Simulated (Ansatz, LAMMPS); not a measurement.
# Aqueous Mg2+ and SO4 2-, 1.6 mol of salt per kg of water, from a frame at 330 K (111 atoms): geometry optimisation, part 2 of 2

Wanted: the relaxed structure of aqueous Mg2+ and SO4 2-, 1.6 mol of salt per kg of water, from a frame at 330 K (111 atoms) and its electronic structure.

Ansatz 0.2.0; Kohn-Sham DFT, RPBE+D4, PAW (set soft_2), plane waves.

The cell: 39 O, 1 S, 70 H and 1 Mg. The network of contacts between molecules at the start is that of the classical potential that made the cell. The density was typed from a rule of thumb and may lie off the real one at this temperature. The Brillouin zone is sampled at Γ only, in a cell whose shortest periodic width is 10 Å.

So far. Step 4 (Relaxation): The relaxation changed the energy by -56.6 meV/atom, and atoms moved by 0.63 Å r.m.s., 1.8 Å at most.

### 6. Single point at the relaxed geometry

The electronic structure is read at the final geometry, in a run of its own.

File input.yaml:

```yaml
crystal:
  lattice:
    - [10.16539, 0.0, 0.0]
    - [0.0, 10.16539, 0.0]
    - [0.0, 0.0, 10.16539]
  atoms:
    - { symbol: O, position: [0.86301, 0.62113, 0.79334] }
    - { symbol: S, position: [0.01059, 0.61163, 0.80277] }
    - { symbol: O, position: [0.04778, 0.55796, 0.93443] }
    - { symbol: O, position: [0.05783, 0.51975, 0.69588] }
    - { symbol: O, position: [0.0701, 0.74511, 0.78245] }
    - { symbol: O, position: [0.58626, 0.01422, 0.01107] }
    - { symbol: H, position: [0.55835, 0.94133, 0.0667] }
    - { symbol: H, position: [0.51324, 0.07786, 0.00438] }
    - { symbol: O, position: [0.82692, 0.90925, 0.46111] }
    - { symbol: H, position: [0.79342, 0.99693, 0.481] }
    - { symbol: H, position: [0.91668, 0.90314, 0.49827] }
    - { symbol: O, position: [0.45721, 0.73463, 0.61216] }
    - { symbol: H, position: [0.54998, 0.71244, 0.59295] }
    - { symbol: H, position: [0.40729, 0.6544, 0.59081] }
    - { symbol: O, position: [0.45444, 0.43442, 0.84806] }
    - { symbol: H, position: [0.40326, 0.48116, 0.91586] }
    - { symbol: H, position: [0.54784, 0.44934, 0.87227] }
    - { symbol: O, position: [0.91244, 0.01539, 0.75661] }
    - { symbol: H, position: [0.96606, 0.09599, 0.74529] }
    - { symbol: H, position: [0.97322, 0.94404, 0.7756] }
    - { symbol: O, position: [0.14446, 0.27326, 0.98177] }
    - { symbol: H, position: [0.12069, 0.36446, 0.99756] }
    - { symbol: H, position: [0.11166, 0.25554, 0.89175] }
    - { symbol: O, position: [0.24436, 0.93166, 0.88369] }
    - { symbol: H, position: [0.21248, 0.97156, 0.96683] }
    - { symbol: H, position: [0.18112, 0.86165, 0.86294] }
    - { symbol: O, position: [0.24684, 0.66955, 0.27513] }
    - { symbol: H, position: [0.16793, 0.62645, 0.30833] }
    - { symbol: H, position: [0.25762, 0.64152, 0.18199] }
    - { symbol: O, position: [0.4925, 0.55092, 0.30897] }
    - { symbol: H, position: [0.39827, 0.57099, 0.31597] }
    - { symbol: H, position: [0.49818, 0.47025, 0.25397] }
    - { symbol: O, position: [0.89164, 0.93939, 0.03211] }
    - { symbol: H, position: [0.97438, 0.97894, 0.06388] }
    - { symbol: H, position: [0.86307, 0.87799, 0.10248] }
    - { symbol: O, position: [0.50291, 0.04039, 0.32675] }
    - { symbol: H, position: [0.41377, 0.02909, 0.3614] }
    - { symbol: H, position: [0.55943, 0.07932, 0.39489] }
    - { symbol: O, position: [0.26068, 0.22628, 0.54818] }
    - { symbol: H, position: [0.30371, 0.31148, 0.56731] }
    - { symbol: H, position: [0.3197, 0.15594, 0.5788] }
    - { symbol: O, position: [0.70619, 0.8313, 0.84962] }
    - { symbol: H, position: [0.76645, 0.75627, 0.84434] }
    - { symbol: H, position: [0.61719, 0.79867, 0.87115] }
    - { symbol: O, position: [0.30051, 0.58782, 0.02365] }
    - { symbol: H, position: [0.3516, 0.65654, 0.9765] }
    - { symbol: H, position: [0.21283, 0.58654, 0.98185] }
    - { symbol: O, position: [0.32454, 0.48617, 0.6171] }
    - { symbol: H, position: [0.23716, 0.50407, 0.65438] }
    - { symbol: H, position: [0.38072, 0.46808, 0.69487] }
    - { symbol: O, position: [0.07398, 0.83195, 0.52755] }
    - { symbol: H, position: [0.06475, 0.74815, 0.48077] }
    - { symbol: H, position: [0.0807, 0.80389, 0.62056] }
    - { symbol: O, position: [0.70867, 0.44948, 0.9285] }
    - { symbol: H, position: [0.73181, 0.4795, 0.01779] }
    - { symbol: H, position: [0.76654, 0.5037, 0.87228] }
    - { symbol: O, position: [0.54869, 0.80509, 0.20167] }
    - { symbol: H, position: [0.52895, 0.87442, 0.26696] }
    - { symbol: H, position: [0.52132, 0.7193, 0.23802] }
    - { symbol: O, position: [0.61302, 0.41919, 0.51883] }
    - { symbol: H, position: [0.55848, 0.4588, 0.44876] }
    - { symbol: H, position: [0.67313, 0.49153, 0.53786] }
    - { symbol: O, position: [0.02532, 0.56526, 0.43312] }
    - { symbol: H, position: [0.02678, 0.54613, 0.52905] }
    - { symbol: H, position: [0.93291, 0.56631, 0.40866] }
    - { symbol: O, position: [0.40606, 0.20503, 0.97068] }
    - { symbol: H, position: [0.31144, 0.22319, 0.98263] }
    - { symbol: H, position: [0.43332, 0.27631, 0.90989] }
    - { symbol: O, position: [0.80742, 0.77891, 0.22487] }
    - { symbol: H, position: [0.70967, 0.78702, 0.21357] }
    - { symbol: H, position: [0.82354, 0.82808, 0.30709] }
    - { symbol: O, position: [0.72585, 0.67549, 0.56227] }
    - { symbol: H, position: [0.77608, 0.66541, 0.64423] }
    - { symbol: H, position: [0.75432, 0.76132, 0.52707] }
    - { symbol: O, position: [0.1325, 0.03637, 0.10689] }
    - { symbol: H, position: [0.16838, 0.01571, 0.195] }
    - { symbol: H, position: [0.1323, 0.13227, 0.09484] }
    - { symbol: O, position: [0.45023, 0.75684, 0.87999] }
    [... 27 atom lines left out ...]
    - { symbol: H, position: [0.53154, 0.2374, 0.24552] }
    - { symbol: H, position: [0.48341, 0.28326, 0.11128] }
    - { symbol: O, position: [0.64488, 0.11122, 0.7468] }
    - { symbol: H, position: [0.55699, 0.07636, 0.7243] }
    - { symbol: H, position: [0.68631, 0.12901, 0.66217] }
    - { symbol: Mg, position: [0.75786, 0.02086, 0.89924] }
kpoints:
  mp_grid: { grid: [1, 1, 1] }
hamiltonian:
  xc: rpbe
  dispersion: d4
scf:
  occupations: { method: fixed }
output:
  forces: true
  stress: true
  populations: true
  dos:
    method: { smearing: { sigma: 0.08 } }
    de: 0.1
    projected: { site_lists: { H: [H], Mg: [Mg], O: [O], S: [S] } }
  eigenvalues: true
  write_density: true
  write_potential: true
  volumetric_format: npy
  elf: true
```

Started as:

```
ansatz run input.yaml --threads 4 --pin off --max-ram 8192MiB --backend cpu --events-out ev --progress --plain --runs-dir out
```

Wall time 20 s (4 threads of Arm Neoverse V1, shared host); peak memory 1.2 GiB; 63 s of CPU time.

The run gave:

* free energy: -26180.6335 eV
* free energy per atom: -235.8616 eV/atom
* SCF cycles: 9
* pressure: 0.1017 GPa
* r.m.s. force component: 0.00448 eV/Å
* longest force: 0.03067 eV/Å
* Fermi energy: -1.861 eV
* gap (highest filled to lowest empty level): 5.1 eV
* spilling of the projection: 0.0117

Löwdin charges by element and coordination (they lack the spilled electrons, 0.034 e an atom on average):

```csv
element,coordination,atoms,mean charge (e),spread,least,most
H,all,70,0.391,0.0074,0.376,0.413
Mg,all,1,1.63,0,1.63,1.63
O,all,39,-0.711,0.0414,-0.797,-0.668
O,1,4,-0.783,0.0073,-0.790,-0.771
O,2,29,-0.687,0.0131,-0.725,-0.668
O,3,6,-0.773,0.0147,-0.797,-0.753
S,all,1,2.45,0,2.45,2.45
```

Density of states as counts of states in windows of 1 eV (from the Fermi level), total and the larger projections:

```
from (eV)  to (eV)  total   O p   H s  O s
      -18      -17   11.1   0.3   1.7  8.4
      -17       -9    0.0   0.0   0.0  0.0
       -9       -8    2.0   0.9   0.2  0.7
       -8       -7    2.2   1.5   0.6  0.0
       -7       -6   53.0  36.7  14.9  0.3
       -6       -5   20.7  14.2   4.4  0.9
       -5       -4    6.0   4.5   0.6  0.5
       -4       -3   31.3  24.9   2.7  3.3
       -3       -2   31.0  26.4   1.4  2.6
       -2       -1   21.3  20.2   0.2  0.4
       -1        0   63.4  62.4   0.3  0.1
        0        1    3.3   3.2   0.0  0.0
        1        5    0.0   0.0   0.0  0.0
```

The curve was stored every 0.10 eV, coarse against its broadening of 0.08 eV, so these counts are rough.

With fixed occupations the program's Fermi level is the highest filled level; weight inside the gap is the broadening of levels at its edges.

Between -26 and -18 eV lie 67 more states.

The levels nearest the highest filled one (over half full), pooled over k-points and spins:

```csv
level less the highest filled one (eV),occupation
-0.240,2
-0.181,2
-0.0556,2
-0.0379,2
-0.016,2
0,2
5.10,0
6.74,0
6.93,0
7.01,0
7.05,0
7.20,0
```

ELF in the ac plane at fractional y = 0.014, with atoms of O and H and Mg within 0.2 Å of it. It is the smooth field of the valence electrons, not physical close to the nuclei.

Values, 13 rows by 16 columns, each cell a mean:
```
0.02 0.03 0.17 0.61 0.40 0.07 0.01 0.18 0.65 0.80 0.66 0.19 0.26 0.20 0.33 0.13
0.07 0.02 0.32 0.70 0.66 0.22 0.01 0.02 0.13 0.21 0.08 0.26 0.33 0.17 0.34 0.25
0.32 0.02 0.19 0.48 0.31 0.38 0.33 0.16 0.05 0.21 0.43 0.22 0.09 0.64 0.75 0.67
0.29 0.03 0.01 0.03 0.31 0.88 0.75 0.71 0.21 0.44 0.56 0.37 0.09 0.73 0.75 0.68
0.09 0.01 0.00 0.02 0.33 0.78 0.63 0.75 0.23 0.09 0.17 0.10 0.02 0.26 0.53 0.39
0.01 0.01 0.00 0.00 0.11 0.45 0.51 0.28 0.05 0.00 0.01 0.02 0.18 0.17 0.04 0.02
0.01 0.01 0.03 0.05 0.03 0.02 0.03 0.05 0.09 0.06 0.01 0.09 0.77 0.74 0.22 0.05
0.00 0.02 0.19 0.38 0.45 0.15 0.51 0.57 0.59 0.44 0.04 0.03 0.35 0.48 0.25 0.06
0.00 0.05 0.34 0.72 0.81 0.28 0.67 0.78 0.74 0.62 0.08 0.00 0.03 0.10 0.08 0.01
0.03 0.11 0.29 0.39 0.45 0.12 0.15 0.62 0.79 0.49 0.06 0.00 0.00 0.00 0.00 0.00
0.25 0.64 0.88 0.66 0.09 0.01 0.01 0.10 0.12 0.05 0.03 0.01 0.01 0.06 0.07 0.04
0.35 0.83 0.71 0.74 0.24 0.01 0.00 0.06 0.31 0.57 0.53 0.12 0.10 0.48 0.53 0.49
0.20 0.56 0.64 0.39 0.10 0.01 0.01 0.25 0.65 0.57 0.83 0.29 0.14 0.70 0.74 0.66
```
Columns run along a (10.2 Å), rows up along c (10.2 Å). Atoms in or near the plane, at fractional coordinates: O at (0.59, 0.01), H at (0.79, 0.48), O at (0.91, 0.76), H at (0.41, 0.36), H at (0.17, 0.20), O at (0.40, 0.67), H at (0.34, 0.74), Mg at (0.76, 0.90).

Electrostatic potential energy in the ac plane at fractional y = 0.014, with atoms of O and H and Mg within 0.2 Å of it. With pseudopotentials it is smooth inside the atoms' cores, unlike the true potential.

Ten even steps from '_' (-40 eV) to '@' (5 eV), each cell a mean:
```
@@@@@@@@@@%%**%%@@@@@@@@@@@@@@##::..==%%##++==**%%@@@@@@@@
@@@@@@@@@@%%%%%%@@@@@@@@@@@@@@@@@@%%%%%%==____..**%%@@@@@@
@@@@@@@@@@@@@@%%@@@@@@@@@@@@@@@@@@@@@@##--______**%%@@@@@@
@@@@@@@@@@@@@@@@@@@@@@@@@@@@@@@@@@@@@@%%**--::==##%%%%@@@@
@@@@@@@@@@@@@@@@@@%%%%@@@@@@@@@@@@@@@@@@%%####%%%%++::--##
%%@@@@@@@@@@@@@@%%==--##@@@@@@@@@@@@@@@@@@@@@@@@%%..____--
@@@@@@@@@@@@@@@@%%++..::==%%@@@@%%@@@@@@@@@@@@@@@@==....**
@@@@@@@@@@@@@@@@@@##..____==@@@@@@@@@@@@@@@@@@@@@@@@%%%%@@
@@@@@@@@@@@@@@@@@@%%--____++@@@@@@@@@@@@@@@@@@@@@@@@@@@@@@
@@@@@@@@@@@@@@@@@@@@@@####@@@@@@@@@@@@@@@@@@@@@@@@@@@@@@@@
@@@@@@@@@@@@@@@@@@@@@@@@@@@@@@@@@@@@@@@@@@@@@@@@@@@@@@@@@@
@@@@@@@@@@@@@@@@@@@@@@@@@@@@@@@@@@@@@@@@@@%%**==##@@@@@@@@
@@@@@@@@@@@@@@@@@@@@@@@@@@@@@@@@@@@@@@@@@@%%==::##@@@@@@@@
@@@@@@@@@@@@@@@@@@@@@@@@%%@@@@@@@@@@@@@@@@@@%%%%%%@@@@@@@@
@@@@@@@@@@@@@@@@@@@@%%++--**++**%%@@@@@@@@@@@@@@@@@@@@@@@@
@@@@@@@@@@@@%%##@@@@%%++::::____++@@@@@@@@@@@@@@@@@@@@@@@@
@@@@@@@@@@@@@@%%@@@@@@@@%%==....**@@@@@@@@@@@@@@@@@@@@@@@@
@@@@@@@@%%%%@@@@@@@@@@@@@@%%####@@@@@@@@@@@@@@@@@@@@@@@@@@
@@@@@@%%==--##@@@@@@@@@@@@@@@@@@@@@@@@@@@@@@@@@@@@@@@@@@@@
@@@@@@##....##@@@@@@@@@@@@@@@@@@@@@@@@@@@@@@@@@@@@@@@@@@@@
@@@@**..__--%%@@@@@@@@@@@@@@@@@@@@@@@@@@@@@@@@@@@@@@@@@@@@
%%@@++____--%%@@@@@@@@@@@@@@@@@@%%%%@@@@@@@@@@@@@@@@@@%%##
##@@%%++==##@@@@@@@@@@@@@@@@@@**::..==@@@@@@@@@@@@%%%%##++
@@@@@@@@@@%%%%@@@@@@@@@@@@@@%%==____..##@@%%%%%%@@%%%%%%%%
```
Columns run along a (10.2 Å; values clipped at the 3rd and 97th percentile), rows up along c (10.2 Å). Atoms in or near the plane, at fractional coordinates: O at (0.59, 0.01), H at (0.79, 0.48), O at (0.91, 0.76), H at (0.41, 0.36), H at (0.17, 0.20), O at (0.40, 0.67), H at (0.34, 0.74), Mg at (0.76, 0.90).

Mean Löwdin charges: H +0.39, Mg +1.63, O -0.71, S +2.45 e (they miss 1.2 % of the electrons, so they add up to more than the cell's charge). The largest share in the top eV of filled states is O p (99 % of the projected weight), and in the lowest eV of empty states H s (68 % of the projected weight).

The surroundings of S2, the only S atom, nearest first, numbered as they follow in the input and with coordinates relative to it.

| atom | x | y | z | distance (Å) | bonds | Löwdin charge (e) |
| --- | --- | --- | --- | --- | --- | --- |
| S2 | 0.00 | 0.00 | 0.00 | 0.00 | 4 | 2.45 |
| O3 | 0.38 | -0.55 | 1.34 | 1.49 | 1 | -0.78 |
| O5 | 0.60 | 1.36 | -0.21 | 1.50 | 1 | -0.79 |
| O1 | -1.50 | 0.10 | -0.10 | 1.51 | 1 | -0.77 |
| O4 | 0.48 | -0.93 | -1.09 | 1.51 | 1 | -0.79 |
| H47 | 2.06 | -0.26 | 1.82 | 2.76 | 1 | 0.38 |
| H53 | 0.71 | 1.95 | -1.85 | 2.79 | 1 | 0.39 |
| H56 | -2.48 | -1.10 | 0.71 | 2.80 | 1 | 0.39 |
| H64 | 0.16 | -0.67 | -2.78 | 2.87 | 1 | 0.39 |
| H43 | -2.48 | 1.47 | 0.42 | 2.92 | 1 | 0.39 |
| H73 | -2.38 | 0.55 | -1.61 | 2.93 | 1 | 0.38 |
| H49 | 2.30 | -1.09 | -1.51 | 2.96 | 1 | 0.38 |
| H95 | 0.21 | -2.86 | -0.90 | 3.00 | 1 | 0.40 |
| H82 | -0.86 | -0.73 | 2.86 | 3.07 | 1 | 0.40 |
| H26 | 1.73 | 2.54 | 0.61 | 3.14 | 1 | 0.39 |

The column of bonds counts only the pairs H-O within 1.21 Å, O-Mg within 2.52 Å, O-S within 1.93 Å; other neighbours, such as metal atoms beside each other in a compound, aren't counted, and periodic images can show an atom twice.

### 7. Results

```json
{
  "energy change in the relaxation": "-56.56 meV/atom",
  "r.m.s. displacement": "0.631 Å",
  "largest displacement": "1.795 Å",
  "free energy per atom": "-235.8616 eV/atom",
  "pressure": "0.1017 GPa",
  "r.m.s. force component": "0.00448 eV/Å",
  "gap (highest filled to lowest empty level)": "5.1 eV",
  "wall time of the 3 DFT runs": "6.2 min"
}
```

In words: Relaxation lowers the energy by 56.6 meV/atom and moves atoms by 0.63 Å r.m.s.; the r.m.s. force component goes from 0.65 to 0.0045 eV/Å, the pressure goes from -0.63 to 0.10 GPa, and the gap from 4.67 to 5.10 eV. By the final cutoffs no bond was broken or made. First to last step the energy falls by 6.278 eV; the largest move, 1.80 Å, is that of H37. The O-S bonds change most in mean length: from 1.446 Å (spread 0.014) to 1.503 Å (spread 0.007). With the cutoffs above, all H atoms have 1, all Mg atoms have 6, 74 % of O atoms have 2 and all S atoms have 4 bonded neighbours. The 35 water molecules hold 3.26 hydrogen bonds each to other water on average, with a mean O–O distance of 2.81 Å. Between filled and empty levels lie 5.10 eV (at Γ alone); a semilocal functional tends to put such gaps too low. In a disordered cell it changes from sample to sample and from frame to frame.

What to keep in mind: The network of contacts between molecules at the start is that of the classical potential that made the cell; in DFT atoms moved by 0.63 Å r.m.s.

[Logs are printed without paths, hosts, clocks, repeated set-up lines and the standing remarks that a program may print on its own settings, such as how far it seeks lower states.]

[Hosts, paths, dates, database ids (printed as entryN), source tags and the programs' standing remarks are cut or masked in the printed files.]
